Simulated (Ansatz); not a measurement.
# How Ba2PF (model structure) absorbs and reflects light, part 2 of 2

What colour and refractive index does Ba2PF (model structure) have at this level of theory? The cell was made here by substitution or stacking, whether or not such a phase is known. It was built so: All Cl replaced by F and N replaced by P in the R-3m structure of Ba2NCl. The cell given below was relaxed beforehand with Ansatz.

Ansatz 0.2.0; DFT, PBE, plane-wave PAW, default files, scalar-relativistic, independent-particle optical response without local fields.

So far, electronic dielectric constant ε∞, mean over x, y and z (by symmetry where fewer were run): step 3 (spectrum) 7.06.

## Step 4: Static response with local fields

Perturbation theory gives the static response with local fields and the functional's kernel, and it needs no empty bands.

This step: DFT, PBE, plane-wave PAW, default files, scalar-relativistic, static field response by perturbation theory with local fields (Ansatz 0.2.0).

The input, input.yaml:

```yaml
crystal:
  lattice:
    - [2.2556008733, 1.3022717714, 6.7995755351]
    - [-2.2556008733, 1.3022717714, 6.7995755351]
    - [0.0, -2.6045435428, 6.7995755351]
  atoms:
    - { symbol: Ba, position: [0.7481342318, 0.7481342318, 0.7481342318] }
    - { symbol: Ba, position: [0.2518657682, 0.2518657682, 0.2518657682] }
    - { symbol: P, position: [0.5, 0.5, 0.5] }
    - { symbol: F, position: [0.0, 0.0, 0.0] }
kpoints:
  mp_grid: { grid: [6, 6, 6] }
scf:
  occupations: { method: fixed }
hamiltonian:
  xc: pbe
  pseudopotentials: { kind: paw }
dielectric: {}
```

On the command line:

```bash
$ ansatz run input.yaml --threads 2 --pin off --max-ram 5120MiB --backend cpu --events-out ev --progress --plain --runs-dir out
```

Numbers of over 12 decimals in the logs are rounded to 6 here.

The program printed:

```text
[...]
Crystal: 4 atoms, lattice volume = 119.839 Å³
Basis set: ecut = 420 eV, 2345 PW (Γ), exchange–correlation on 100×100×100 points (8 copies of the dense FFT grid, shifted against one another)
Bands: 20, of which v1, the nominal top of the filled ones, is band 16 counted from 1 (15 counted from 0)
Symmetry: 12 space group operations
k-points: 68 of 216 (irreducible under 2 space group operations, time reversal used)
[...]
SCF iter   1: F=—  HF=-13468.428632 eV  |F-HF|=—  |Δ(HF+E_count)|=         —  Δρ=1.15e-3  dr2=1.60e-3  ethr=1.77e-3  ⟨swp⟩=5.4  Hψ=6431  notcnv=0  defer=122
[...]
SCF iter  10: F=-13468.427600 eV  HF=-13468.427600 eV  |F-HF|=1.09e-11  |Δ(HF+E_count)|=   1.78e-9  Δρ=1.44e-7  dr2=4.98e-11  ethr=1.00e-12  ⟨swp⟩=8.2  Hψ=9089  notcnv=0
SCF 1 converged in 10 iterations: F = -13468.427600 eV  dr2 = 4.98e-11
[...]
DFPT response loops at Γ: preconditioner auto → Resta (q_TF=auto, 2.189 Å⁻¹)  ε∞=7.3 (no band partly filled); β = 1.00, the filter's whole step (`scf.mixing.beta` (0.50) is not read by the response loops at its default; to damp them type it under 1.00, their step now; it binds the ground state too); Broyden in place of MSR1
── the response to a field inside a basis, on 8×8×8 k-points: an SCF that follows is theirs, and a resumed run solves both again ──
Bands: 17, of which v1, the nominal top of the filled ones, is band 16 counted from 1 (15 counted from 0)
k-points: 60 of 512
[...]
Eigensolver: Dense (60 Hₖ)
SCF iter   1: F=—  HF=-13468.423905 eV  |F-HF|=—  |Δ(HF+E_count)|=         —  Δρ=2.10e-4  dr2=1.27e-5  ethr=1.00e-1
[...]
SCF iter   4: F=-13468.423903 eV  HF=-13468.423903 eV  |F-HF|=5.28e-9  |Δ(HF+E_count)|=   3.36e-8  Δρ=2.29e-6  dr2=6.01e-9  ethr=1.74e-9
SCF 1 converged in 4 iterations: F = -13468.423903 eV  dr2 = 6.01e-9
[...]
SCF converged after 10 iterations
Free energy (F): -13468.427600 eV
[...]
Internal energy: -13468.427600 eV  (E = F + TS)
E sigma→0 (E₀):  -13468.427600 eV
Fermi energy:    6.861015 eV
[...]
--- Band table (eV; the first three rows and the last of 68) ---
  k-point 0: bands = [... 12 lower, 2.3066, 5.8824, 6.8291, 6.8291, 8.7548, 9.6893, 9.6893, 10.3645]
  k-point 1: bands = [... 12 lower, 2.3688, 6.0231, 6.4273, 6.8280, 9.2316, 9.4585, 10.1193, 10.5599]
  k-point 2: bands = [... 12 lower, 2.4466, 6.1134, 6.4094, 6.8372, 9.0620, 9.4922, 10.2891, 11.0117]
  k-point 67: bands = [... 12 lower, 2.4000, 5.5806, 6.7707, 6.7707, 9.1757, 9.8130, 10.4324, 10.4324]
--- Dielectric response (ions clamped): 3 representative field directions + reference, inside a basis on a mesh of 512 k-points (Σ response iterations 15) ---
  ε∞ (high-frequency dielectric tensor):
        6.404576     0.000000     0.000000
        0.000000     6.404576     0.000000
        0.000000     0.000000     5.250190
  Born effective charges Z* (e; rows j = field, columns β = displacement):
    site 0:
         2.75681    0.00000   -0.00000
        -0.00000    2.75681    0.00000
        -0.00000    0.00000    2.16615
    site 1:
         2.75681    0.00000   -0.00000
        -0.00000    2.75681    0.00000
        -0.00000    0.00000    2.16615
    site 2:
        -3.68874   -0.00000    0.00000
        -0.00000   -3.68874   -0.00000
         0.00000   -0.00000   -2.26121
    site 3:
        -1.82488    0.00000   -0.00000
         0.00000   -1.82488   -0.00000
        -0.00000   -0.00000   -2.07108
  Z* charge neutrality: 2.153e-3 e pre-enforcement
  solved inside a basis spanned on kpoints, on 8×8×8 k-points, its susceptibility summed on 10×10×10: ε∞ is read to err by 3.2e-2, Z* by 3.6e-2 e (field_mesh: kpoints solves on kpoints); Z* is corrected for what the basis lacks
```

Wall time 95 s (2 threads of Arm Neoverse V2, shared host); peak memory 1.1 GiB; 3.1 min of CPU time.

Numbers from this step:

* electronic dielectric constant ε∞, mean over x, y and z (by symmetry where fewer were run): 6.020

ε∞ with local fields:

```
6.40 0.00 0.00
0.00 6.40 0.00
0.00 0.00 5.25
```

Diagonal elements. Born, by row:

```tsv
atom	Z*xx (e)	Z*yy (e)	Z*zz (e)
Ba1	2.757	2.757	2.166
Ba2	2.757	2.757	2.166
P3	-3.689	-3.689	-2.261
F4	-1.825	-1.825	-2.071
```

Mean Born charges are Ba +2.56, P -3.21 and F -1.91, against formal valences of +2, -3 and -1. They are far from isotropic: P has -3.69, -3.69 and -2.26 along x, y and z.

## Step 5: Summary of results

| Quantity | Value |
| --- | --- |
| gap on the path | 1.15 eV |
| least direct gap on the path | 1.18 eV |
| electronic dielectric constant ε∞, mean over x, y and z (by symmetry where fewer were run) (independent particles) | 7.06 |
| absorption onset, first axis (α over 10⁴ cm⁻¹, or the direct gap if that lies higher) | 1.18 eV |
| main peak of Im epsilon, first axis | 5.12 eV |
| photocurrent from vertical transitions in a film 500 nm thick on a perfect mirror (two passes), AM1.5G, no front reflection, all carriers collected | 40.5 mA/cm² |
| electronic dielectric constant ε∞, mean over x, y and z (by symmetry where fewer were run) (static response with local fields) | 6.02 |

What this shows: At this level (PBE, independent particles) Ba2PF has a mean ε∞ = 7.06 (6.02 with local fields) and n = 2.76 at 1550 nm (E ∥ x); absorption sets in near 1.2 eV, and Im ε peaks at 5.1 eV (E ∥ x). The gap on the path, 1.15 eV, is indirect by a hair: the least direct gap lies 33 meV higher. Absorption passes 10⁴ cm⁻¹ from the direct gap on, 1.18 eV, in the infrared, so it absorbs across the visible. Distinct maxima of Im ε, read by a parabola through the highest points, lie at 3.65 eV (5.7), 4.73 eV (6.0), 5.12 eV (6.1) and 6.05 eV (5.8) for E ∥ x or y. The static values by axis are 7.00 (xy), 7.18 (z). The f-sum over the summed bands holds 26.8 of the cell's 32 electrons outside the frozen cores, 18 of which lie in bands more than 12 eV below the Fermi level, whose transitions come at higher energies. Up to 25 eV the strength has a mean oscillator energy of 6.9 eV, well above the main peak, so higher transitions carry much of it. In reflection the computed colour is grey: x = 0.310, y = 0.336, luminous reflectivity 27 %. With local fields and the functional's kernel the static response is 6.02 against 7.06 for independent particles (-15 %). In the base spectrum excitons and phonon-assisted transitions are missing, and so are local fields; PBE gaps are as a rule too small, which pulls the onset down and ε∞ up. In the base run ε includes the program's bounded estimate of what the bands above those summed add. Spin-orbit coupling is left out although heavy atoms are present.

[Logs are printed without paths, hosts, clocks, repeated set-up lines and the standing remarks that a program may print on its own settings, such as how far it seeks lower states.]

[Hosts, paths, dates, database ids (printed as entryN), source tags and the programs' standing remarks are cut or masked in the printed files.]
